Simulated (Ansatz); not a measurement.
## From PBE to G0W0: SnI4O12 (P-1)

How far does one-shot GW move the PBE gap of SnI4O12 (P-1)?

Program: Ansatz 0.2.0. Level of theory: PBE, then G0W0 on it, plane waves, PAW. Results are calculated unless marked as measured.

This is a report of a sequence of runs, with most program output left out.

In doubt: masses and optical values from hybrid runs of this build are listed as unsure (in some of the runs), which bears on the screening that GW takes from such a start.

**1. The structure**

The cell holds 17 atoms: 1 Sn, 4 I and 12 O. Cell: a = 5.058 Å, b = 6.281 Å, c = 8.386 Å, α = 87.7°, β = 88.6°, γ = 89.0°.

The start is a cell from the Crystallography Open Database. Spin-orbit coupling is left out unless a step names it.

**2. Relaxing the structure**

The structure is relaxed first.

This step: DFT, PBE, plane waves, PAW; PAW set soft_1.

The input, input.yaml:

```yaml
crystal:
  lattice:
    - [5.0576, 0.0, 0.0]
    - [0.1062173362, 6.279901792, 0.0]
    - [0.1980229617, 0.3361895656, 8.3774187989]
  atoms:
    - { symbol: Sn, position: [0.0, 0.0, 0.5] }
    - { symbol: I, position: [0.5055, 0.772, 0.2463] }
    - { symbol: I, position: [0.4945, 0.228, 0.7537] }
    - { symbol: I, position: [0.9787, 0.7048, 0.8461] }
    - { symbol: I, position: [0.0213, 0.2952, 0.1539] }
    - { symbol: O, position: [0.772, 0.95, 0.307] }
    - { symbol: O, position: [0.228, 0.05, 0.693] }
    - { symbol: O, position: [0.293, 0.794, 0.424] }
    - { symbol: O, position: [0.707, 0.206, 0.576] }
    - { symbol: O, position: [0.852, 0.758, 0.643] }
    - { symbol: O, position: [0.148, 0.242, 0.357] }
    - { symbol: O, position: [0.829, 0.448, 0.872] }
    - { symbol: O, position: [0.171, 0.552, 0.128] }
    - { symbol: O, position: [0.662, 0.525, 0.298] }
    - { symbol: O, position: [0.338, 0.475, 0.702] }
    - { symbol: O, position: [0.737, 0.865, 0.948] }
    - { symbol: O, position: [0.263, 0.135, 0.052] }
kpoints:
  mp_grid: { grid: [4, 4, 2] }
hamiltonian:
  xc: pbe
  pseudopotentials: { kind: paw, azcp: { folder: soft_1 } }
scf:
  occupations: { method: fermi_dirac, width: 0.02 }
relax:
  f_tol: 0.02
  max_steps: 60
output:
  write_density: true
  write_potential: true
  elf: true
  volumetric_format: npy
```

On the command line:

```bash
> ansatz run input.yaml --threads 2 --pin off --max-ram 92160MiB --backend cuda --events-out ev --progress --plain --runs-dir out --devices 1 --max-vram 13GiB
```

Run time: 22 s. Hardware: 1 × NVIDIA H100 80GB HBM3 (shared by 6 runs) with 2 threads of AMD EPYC 7R13 (Zen 3), shared host; peak memory 1.2 GiB; 28 s of CPU time.

Step by step:

```csv
step,energy less that of the first step (eV),largest force component (eV/Å)
1,0.0000,1.4967
2,-0.2256,0.8621
3,-0.3132,0.2159
4,-0.3255,0.0945
5,-0.3275,0.0317
6,-0.3277,0.0481
7,-0.3287,0.0209
8,-0.3290,0.0163
9,-0.3293,0.0114
```

The run keeps the 2 symmetry operations that it works with, so distortions that break them were not tested.

The atoms that moved most (Å):

```csv
atom,dx,dy,dz,length
O12,-0.013,-0.076,0.112,0.136
O13,0.013,0.076,-0.112,0.136
O7,-0.054,-0.053,0.087,0.115
O6,0.054,0.053,-0.087,0.115
O10,-0.027,-0.081,-0.051,0.099
O11,0.027,0.081,0.051,0.099
I3,-0.002,-0.025,0.078,0.082
I2,0.002,0.025,-0.078,0.082
```

**3. The PBE band structure**

Levels along a band path and on the mesh show where this functional puts the band edges.

The input, input.yaml:

```yaml
crystal:
  lattice:
    - [5.0576, 0.0, 0.0]
    - [0.1062173362, 6.279901792, 0.0]
    - [0.1980229617, 0.3361895656, 8.3774187989]
  atoms:
    - { symbol: Sn, position: [0.0, 0.0, 0.5] }
    - { symbol: I, position: [0.5061148231, 0.7764667496, 0.237035738] }
    - { symbol: I, position: [0.4938851769, 0.2235332504, 0.762964262] }
    - { symbol: I, position: [0.9806449621, 0.6993687757, 0.8436912468] }
    - { symbol: I, position: [0.0193550379, 0.3006312243, 0.1563087532] }
    - { symbol: O, position: [0.782882709, 0.9590566929, 0.2966559641] }
    - { symbol: O, position: [0.217117291, 0.0409433071, 0.7033440359] }
    - { symbol: O, position: [0.3031160215, 0.7954234777, 0.4238411328] }
    - { symbol: O, position: [0.6968839785, 0.2045765223, 0.5761588672] }
    - { symbol: O, position: [0.8472236491, 0.7454330787, 0.6369154755] }
    - { symbol: O, position: [0.1527763509, 0.2545669213, 0.3630845245] }
    - { symbol: O, position: [0.8260917482, 0.4351970098, 0.8854019874] }
    - { symbol: O, position: [0.1739082518, 0.5648029902, 0.1145980126] }
    - { symbol: O, position: [0.6674548844, 0.5288324017, 0.2906575423] }
    - { symbol: O, position: [0.3325451156, 0.4711675983, 0.7093424577] }
    - { symbol: O, position: [0.7314164081, 0.8620142688, 0.9456220245] }
    - { symbol: O, position: [0.2685835919, 0.1379857312, 0.0543779755] }
kpoints:
  mp_grid: { grid: [4, 4, 4] }
  band_path:
    path:
      - [[0.0, 0.0, 0.0], [0.0, -0.5, 0.0]]
      - [[-0.5, 0.0, 0.0], [0.0, 0.0, 0.0], [0.0, 0.0, -0.5]]
      - [[-0.5, -0.5, -0.5], [0.0, 0.0, 0.0], [-0.5, 0.0, -0.5]]
      - [[0.0, -0.5, -0.5], [0.0, 0.0, 0.0], [-0.5, -0.5, 0.0]]
    npoints: 10
hamiltonian:
  xc: pbe
  pseudopotentials: { kind: paw, azcp: { folder: soft_1 } }
scf:
  occupations: { method: fermi_dirac, width: 0.02 }
  n_extra_bands: 9
output:
  eigenvalues: true
  forces: true
  stress: true
  write_density: true
  write_potential: true
  elf: true
  volumetric_format: npy
```

Run time: 13 s. Hardware: 1 × NVIDIA H100 80GB HBM3 (shared by 6 runs) with 2 threads; peak memory 1.3 GiB; 13 s of CPU time.

This step gave:

| Quantity | Value |
| --- | --- |
| pressure | 2.050 GPa |
| filled bands | 77 |
| gap | 2.746 eV |
| valence top at | U |
| conduction bottom at | k = (0.250, -0.500, 0.000) |
| least direct gap | 2.892 eV |

Over mesh and path the gap is 2.746 eV, from k = (0.000, -0.500, -0.500) to k = (0.250, -0.500, 0.000). The least direct gap found is 2.892 eV, at k = (-0.400, -0.400, 0.000).

The electronic bands at the labelled points (eV, zero at the top of the highest nominally filled band):

```csv
point,band 74,band 75,band 76,band 77,band 78,band 79,band 80,band 81
Γ,-0.46,-0.45,-0.32,-0.24,3.23,3.27,3.61,3.86
halfway,-0.53,-0.43,-0.28,-0.20,3.20,3.56,3.76,3.92
X,-0.47,-0.43,-0.32,-0.13,3.27,3.54,4.16,4.28
jump to Y,-0.68,-0.48,-0.37,-0.22,3.03,3.71,3.99,4.37
halfway,-0.51,-0.47,-0.37,-0.31,3.16,3.55,3.83,4.11
Γ,-0.46,-0.45,-0.32,-0.24,3.23,3.27,3.61,3.86
halfway,-0.51,-0.45,-0.36,-0.24,3.09,3.41,3.56,3.91
Z,-0.48,-0.47,-0.43,-0.24,3.09,3.22,3.73,3.94
jump to R,-0.73,-0.50,-0.45,-0.14,2.94,3.74,3.75,3.91
halfway,-0.53,-0.50,-0.39,-0.19,3.09,3.70,3.92,4.12
Γ,-0.46,-0.45,-0.32,-0.24,3.23,3.27,3.61,3.86
halfway,-0.53,-0.44,-0.40,-0.32,3.29,3.69,3.79,3.94
T,-0.72,-0.59,-0.32,-0.18,3.30,4.07,4.13,4.24
jump to U,-0.54,-0.37,-0.32,0.00,3.58,3.74,3.83,4.25
halfway,-0.56,-0.47,-0.33,-0.12,3.25,3.50,3.78,3.95
Γ,-0.46,-0.45,-0.32,-0.24,3.23,3.27,3.61,3.86
halfway,-0.51,-0.45,-0.34,-0.21,2.88,3.81,3.95,4.08
V,-0.66,-0.43,-0.38,-0.10,2.82,3.50,3.72,4.05
```

ELF in the ac plane at fractional y = 0.224, with atoms of I and O within 0.2 Å of it. It is the smooth field of the valence electrons, not physical close to the nuclei.

Ten even steps from '_' (0.00) to '@' (0.84), each cell a mean:
```
__::++####==....____________
____::::::::==**++::____..__
______..--**%%%%%%++..__..__
______..==******####--..____
____..::========++##++..____
__..::::----==++==++==..____
__..::::----------++==--..__
__..::::::----==**##%%##==__
____........::++%%##%%@@##::
____________::##@@****@@##::
____________..##@@@@@@@@++..
::--==--..____++%%@@%%**::__
**%%%%%%++..__..--++--..__::
%%@@%%@@@@++______________==
%%##**@@@@**..__________..==
**%%%%@@%%++____________..--
++**####==::__________..--==
======::..__________::++##**
==------::....______==%%%%**
==--==******==______**@@@@**
++==**%%@@%%**::____++@@@@##
++++##%%@@@@##::____..++####
--==##@@@@@@++..________::--
```
Columns run along a (5.1 Å), rows up along c (8.4 Å). Atoms in or near the plane, at fractional coordinates: I at (0.49, 0.76), O at (0.70, 0.58), O at (0.15, 0.36).

Valence density in the ac plane at fractional y = 0.224, with atoms of I and O within 0.2 Å of it. It is the smooth field of the valence electrons, not physical close to the nuclei.

Values in e/Å³, 23 rows by 14 columns, each cell a mean:
```
 0  0  0  0  0  0  0  0  0  0  0  0  0  0
 0  0  0  0  0  0  0  0  0  0  0  0  0  0
 0  0  0  0  0  0  1  1  0  0  0  0  0  0
 0  0  0  0  0  1  4  4  2  1  0  0  0  0
 0  0  0  0  1  3 10 11  6  1  0  0  0  0
 0  0  0  0  1  4 12 13  7  1  0  0  0  0
 0  0  0  0  0  2  5  7  3  1  0  0  0  0
 0  0  0  0  0  0  1  1  1  1  1  1  0  0
 0  0  0  0  0  0  0  1  2  4  4  2  0  0
 0  0  0  0  0  0  0  1  2  6  6  2  1  0
 0  0  0  0  0  0  0  0  1  4  4  2  0  0
 0  0  0  0  0  0  0  0  0  1  1  0  0  0
 0  1  1  1  0  0  0  0  0  0  0  0  0  0
 1  3  4  2  1  0  0  0  0  0  0  0  0  0
 1  4  6  4  1  0  0  0  0  0  0  0  0  0
 1  2  3  2  1  0  0  0  0  0  0  0  0  0
 1  1  1  1  0  0  0  0  0  0  0  0  0  0
 2  1  1  0  0  0  0  0  0  0  0  0  1  1
 6  4  1  0  0  0  0  0  0  0  0  0  1  3
 6  4  1  1  1  0  0  0  0  0  0  0  1  4
 3  2  1  2  1  1  0  0  0  0  0  0  1  1
 1  1  1  2  2  1  0  0  0  0  0  0  0  0
 0  0  1  1  1  1  0  0  0  0  0  0  0  0
```
Columns run along a (5.1 Å), rows up along c (8.4 Å). Atoms in or near the plane, at fractional coordinates: I at (0.49, 0.76), O at (0.70, 0.58), O at (0.15, 0.36).

**4. The quasiparticle correction**

G0W0 replaces the xc potential by a self-energy built once from the orbitals of the start. Levels are corrected in the window of bands that the input names, at points of the mesh.

This step: G0W0 on PBE, plane waves, PAW; PAW set soft_1.

input.yaml, as its differences from that of step 3:

```diff
@@ -24,10 +24,3 @@
 kpoints:
-  mp_grid: { grid: [4, 4, 4] }
-  band_path:
-    path:
-      - [[0.0, 0.0, 0.0], [0.0, -0.5, 0.0]]
-      - [[-0.5, 0.0, 0.0], [0.0, 0.0, 0.0], [0.0, 0.0, -0.5]]
-      - [[-0.5, -0.5, -0.5], [0.0, 0.0, 0.0], [-0.5, 0.0, -0.5]]
-      - [[0.0, -0.5, -0.5], [0.0, 0.0, 0.0], [-0.5, -0.5, 0.0]]
-    npoints: 10
+  mp_grid: { grid: [4, 2, 2] }
 hamiltonian:
@@ -36,11 +29,8 @@
 scf:
-  occupations: { method: fermi_dirac, width: 0.02 }
-  n_extra_bands: 9
-output:
-  eigenvalues: true
-  forces: true
-  stress: true
-  write_density: true
-  write_potential: true
-  elf: true
-  volumetric_format: npy
+  occupations: { method: fixed }
+gw:
+  n_empty_bands: 1000
+  ecut_chi: 140.0
+  qp_bands: [v4, c4]
+  qp_kpoints: band_edges
+  screening: { model: contour_deformation }
```

Run time: 66 s. Hardware: 1 × NVIDIA H100 80GB HBM3 (shared by 6 runs) with 2 threads; peak memory 4 GiB.

This step gave:

```yaml
bands_summed: 1077
rpa_eps_infinity_on_this_mesh_eigenvalues: 3.982, 4.525, 4.599
plane_waves_in_the_screening_matrix: 987
q_points_in_the_mesh: 16
g0w0_gap_over_the_corrected_points: 4.111 eV
k_of_the_valence_top: 0, -0.5, -0.5
k_of_the_conduction_bottom: 0.25, -0.5, 0
starting_gap_on_the_mesh: 2.746 eV
z_at_the_valence_top: 0.7372
z_at_the_conduction_bottom: 0.7840
least_direct_g0w0_gap_over_the_corrected_points: 4.315 eV
```

Over all 12 irreducible mesh points the G0W0 gap is 4.111 eV, from k = (0.000, -0.500, -0.500) to k = (0.250, -0.500, 0.000). The PBE gap of this run on the mesh is 2.746 eV. The two states that bound the G0W0 gap lie that far apart at the start, so the correction of the gap is 4.111 − 2.746 = +1.365 eV. The start of this run differs from the step before in mesh (4×4×4 and 4×2×2).

Labels follow the order of the start: v1 is the top filled band, c1 the lowest empty one; levels that stay degenerate share a row, the window can cut a multiplet, doubted levels are not marked in this list, bands outside the window were not corrected, and the list may be a part of the corrected levels. Levels before and after the correction, in eV, zero at the valence-band top of each column:

```csv
,conduction bottom,valence top
Kohn-Sham,2.75,0.00
G0W0,4.11,0.00
```

```csv
,level,occupation,energy (eV)
Kohn-Sham,(0 -0.5 -0.5) v3,2,-0.371
Kohn-Sham,(0 -0.5 -0.5) v2,2,-0.324
Kohn-Sham,(0 -0.5 -0.5) v1,2,0.000
Kohn-Sham,(0 -0.5 -0.5) c1,0,3.579
Kohn-Sham,(0 -0.5 -0.5) c2,0,3.739
Kohn-Sham,(0 -0.5 -0.5) c3,0,3.835
Kohn-Sham,(0.25 -0.5 0) v3,2,-0.460
Kohn-Sham,(0.25 -0.5 0) v2,2,-0.320
Kohn-Sham,(0.25 -0.5 0) v1,2,-0.203
Kohn-Sham,(0.25 -0.5 0) c1,0,2.746
Kohn-Sham,(0.25 -0.5 0) c2,0,3.924
Kohn-Sham,(0.25 -0.5 0) c3,0,4.146
G0W0,(0 -0.5 -0.5) v3,2,-0.446
G0W0,(0 -0.5 -0.5) v2,2,-0.397
G0W0,(0 -0.5 -0.5) v1,2,0.000
G0W0,(0 -0.5 -0.5) c1,0,5.019
G0W0,(0 -0.5 -0.5) c2,0,5.142
G0W0,(0 -0.5 -0.5) c3,0,5.271
G0W0,(0.25 -0.5 0) v3,2,-0.541
G0W0,(0.25 -0.5 0) v2,2,-0.384
G0W0,(0.25 -0.5 0) v1,2,-0.225
G0W0,(0.25 -0.5 0) c1,0,4.111
G0W0,(0.25 -0.5 0) c2,0,5.334
G0W0,(0.25 -0.5 0) c3,0,5.615
```

The parts of the quasiparticle energy for the two states that bound the G0W0 gap, in eV on the run's own scale (QP = start + Σx + Σc − Vxc, with Σc at the quasiparticle energy):

```csv
edge,k,band,start,Σx,Σc,Vxc,Z,QP
valence top,"(0.000, -0.500, -0.500)",77,5.863,−25.073,3.608,−20.906,0.737,5.304
conduction bottom,"(0.250, -0.500, 0.000)",78,8.609,−14.292,−3.363,−18.462,0.784,9.415
```

**5. Spin-orbit coupling**

This run has two-component orbitals with spin-orbit coupling.

This step: DFT, PBE with spin-orbit coupling, plane waves, PAW; PAW set soft_1.

input.yaml, as its differences from that of step 4:

```diff
@@ -24,13 +24,32 @@
 kpoints:
-  mp_grid: { grid: [4, 2, 2] }
+  mp_grid: { grid: [4, 4, 4] }
+  band_path:
+    path:
+      - [0.0, 0.0, 0.0]
+      - [0.0, -0.5, 0.0]
+      - [-0.5, 0.0, 0.0]
+      - [0.0, 0.0, -0.5]
+      - [-0.5, -0.5, -0.5]
+      - [-0.5, 0.0, -0.5]
+      - [0.0, -0.5, -0.5]
+      - [-0.5, -0.5, 0.0]
+      - [0.25, -0.5, 0.0]
+      - [-0.4, -0.4, 0.0]
+    npoints: 1
 hamiltonian:
   xc: pbe
-  pseudopotentials: { kind: paw, azcp: { folder: soft_1 } }
+  pseudopotentials: { kind: paw_fr, azcp: { folder: soft_1 } }
 scf:
   occupations: { method: fixed }
-gw:
-  n_empty_bands: 1000
-  ecut_chi: 140.0
-  qp_bands: [v4, c4]
-  qp_kpoints: band_edges
-  screening: { model: contour_deformation }
+  n_extra_bands: 18
+magnetization:
+  noncollinear: true
+  spin_orbit: true
+output:
+  eigenvalues: true
+  forces: true
+  stress: true
+  write_density: true
+  write_potential: true
+  elf: true
+  volumetric_format: npy
```

Run time: 33 s. Hardware: 1 × NVIDIA H100 80GB HBM3 (shared by 6 runs) with 2 threads; peak memory 2.3 GiB; 46 s of CPU time.

This step gave:

```yaml
pressure: 2.203 GPa
gap: 2.703 eV
valence_top_at: U
conduction_bottom_at: k = (0.250, -0.500, 0.000)
least_direct_gap: 2.847 eV
```

Over mesh and listed points the gap is 2.703 eV, from k = (0.000, -0.500, -0.500) to k = (0.250, -0.500, 0.000). The least direct gap found is 2.847 eV, at k = (-0.400, -0.400, 0.000). PBE+SOC against PBE: 2.703 − 2.746 = −0.043 eV, with the same mesh, set of files (read in its fully relativistic form for the spin-orbit run) and cutoff, and both edges at the same k points. The spin-orbit run sees mesh and listed points alone, so its gap is an upper bound: the coupling can move an edge off these points, and the change over the zone, its sign included where it is small, is not known.

**6. Side by side**

Each gap is the least one over the points named; times are wall times on shared hosts, not benchmarks. A G0W0 time includes the run's own self-consistent start. Runs with listed points see these and the mesh alone, so an edge that moves elsewhere is missed. Rows marked * are further runs, not shown as steps, whose inputs differ from the G0W0 step on the same start in the columns given; solver thresholds can differ too.

```csv
level,mesh,"files, cutoff","bands summed, screening",points,gap (eV),valence top,conduction bottom,least direct gap (eV),time
PBE,4×4×4,"soft_1 PAW, 420 eV",-,mesh and path,2.746,"(0.000, -0.500, -0.500)","(0.250, -0.500, 0.000)",2.892,13 s
PBE+SOC,4×4×4,"soft_1 PAW, 420 eV",-,mesh and listed points,2.703,"(0.000, -0.500, -0.500)","(0.250, -0.500, 0.000)",2.847,33 s
G0W0@PBE*,4×2×2,"soft_1 PAW, 420 eV","241, 42 eV",all 12 irreducible mesh points,4.228,"(0.000, -0.500, -0.500)","(0.250, -0.500, 0.000)",4.468,25 s
G0W0@PBE*,4×2×2,"soft_1 PAW, 420 eV","542, 84 eV",all 12 irreducible mesh points,4.088,"(0.000, -0.500, -0.500)","(0.250, -0.500, 0.000)",4.303,37 s
G0W0@PBE,4×2×2,"soft_1 PAW, 420 eV","1077, 140 eV",all 12 irreducible mesh points,4.111,"(0.000, -0.500, -0.500)","(0.250, -0.500, 0.000)",4.315,66 s
G0W0@PBE*,2×2×2,"soft_1 PAW, 420 eV","542, 84 eV",all 8 irreducible mesh points,4.187,"(0.000, -0.500, -0.500)","(-0.500, -0.500, 0.000)",4.304,16 s
G0W0@PBE*,4×2×2,"soft_1 PAW, 420 eV","1077, 140 eV, plasmon pole",all 12 irreducible mesh points,4.139,"(0.000, -0.500, -0.500)","(0.250, -0.500, 0.000)",4.358,2.5 min
```

**7. What came out**

```
PBE gap over mesh and path                       : 2.746 eV, from k = (0.000, -0.500, -0.500) to k = (0.250, -0.500, 0.000)
G0W0@PBE gap over all 12 irreducible mesh points : 4.111 eV, from k = (0.000, -0.500, -0.500) to k = (0.250, -0.500, 0.000)
PBE+SOC gap over mesh and listed points          : 2.703 eV
GW settings                                      : 4×2×2 mesh, 1000 empty bands, screening to 140 eV, PAW set soft_1 files
known limits                                     : finite bands, screening cutoff and k mesh; no spin-orbit coupling in G0W0
```

**Reading.** Over all 12 irreducible mesh points the G0W0 gap is 4.111 eV, from k = (0.000, -0.500, -0.500) to k = (0.250, -0.500, 0.000). The PBE gap of this run on the mesh is 2.746 eV. The two states that bound the G0W0 gap lie that far apart at the start, so the correction of the gap is 4.111 − 2.746 = +1.365 eV. The valence state moves by 5.304 − 5.863 = −0.559 eV and the conduction state by 9.415 − 8.609 = +0.806 eV, on the run's own scale; with 241 bands the edge states move by −0.103 and +1.380 eV, so the split between the edges depends on the bands and cutoff. Both edges that PBE shows over mesh and path lie at k points where levels were corrected. Levels at other points were not corrected, so a lower G0W0 gap elsewhere in the zone is not ruled out. From 241 bands and 42 eV to 1077 bands and 140 eV the gap moves by 4.111 − 4.228 = −0.117 eV (rung by rung 4.228, 4.088, 4.111 eV); bands and screening cutoff rise together, so their parts are not told apart. The gap turns back along the series (4.228, 4.088, 4.111 eV), so no line is drawn and the limit is not known. With the 2×2×2 mesh in place of the 4×2×2 mesh and all else as in the G0W0@PBE row with 542 bands, the gap differs by 4.187 − 4.088 = +0.099 eV, and that of the start by 2.815 − 2.746 = +0.069 eV; an edge lies at another k point, so this need not be the shift of one pair of states. With the plasmon pole model in place of the contour deformation model and all else as in the G0W0@PBE row with 1077 bands, the gap differs by 4.139 − 4.111 = +0.028 eV. G0W0 on other starts in this series, not shown as steps and not all at these settings: 4.814 eV on HSE06 (4×2×2, soft_1 PAW, 1077 bands, 140 eV) and 5.032 eV on PBE0 (4×2×2, soft_1 PAW, 1077 bands, 140 eV). PBE+SOC against PBE: 2.703 − 2.746 = −0.043 eV, with the same mesh, set of files (read in its fully relativistic form for the spin-orbit run) and cutoff, and both edges at the same k points. The spin-orbit run sees mesh and listed points alone, so its gap is an upper bound: the coupling can move an edge off these points, and the change over the zone, its sign included where it is small, is not known. What spin-orbit coupling does to the G0W0 levels was not computed, so no sum with the G0W0 gap is formed. The G0W0 runs are scalar-relativistic. G0W0@PBE runs of this series with other atomic data on the same mesh, not shown as steps, give 4.161 eV (hard PAW, 930 eV, 1564 bands, screening to 182 eV); where bands and cutoffs differ too, the part of the files is not isolated.

[Paths, hosts, dates, memory and timing lines, banners, echoed tables and standing remarks are left out of the program output.]

[Logs are printed without paths, hosts, clocks, repeated set-up lines and the standing remarks that a program may print on its own settings, such as how far it seeks lower states.]

[Runs of the session that timed out or met a known fault of the program may be left out.]

[Cells called generated may have been cut or substituted from an entry of the Crystallography Open Database or the Materials Project.]

[Hosts, paths, dates, database ids (printed as entryN), source tags and the programs' standing remarks are cut or masked in the printed files.]

[Where an RPA ε∞ is given, it is that of the G0W0 mesh and is not shown converged in it. Names of k-points follow the symmetry that the program found, which can be lower than the space group named. Band edges on a path are those of the sampled points; other points can move an edge, and change direct to indirect where valleys lie close.]

[Hybrid gaps are those of their k-mesh and are not shown converged in it.]
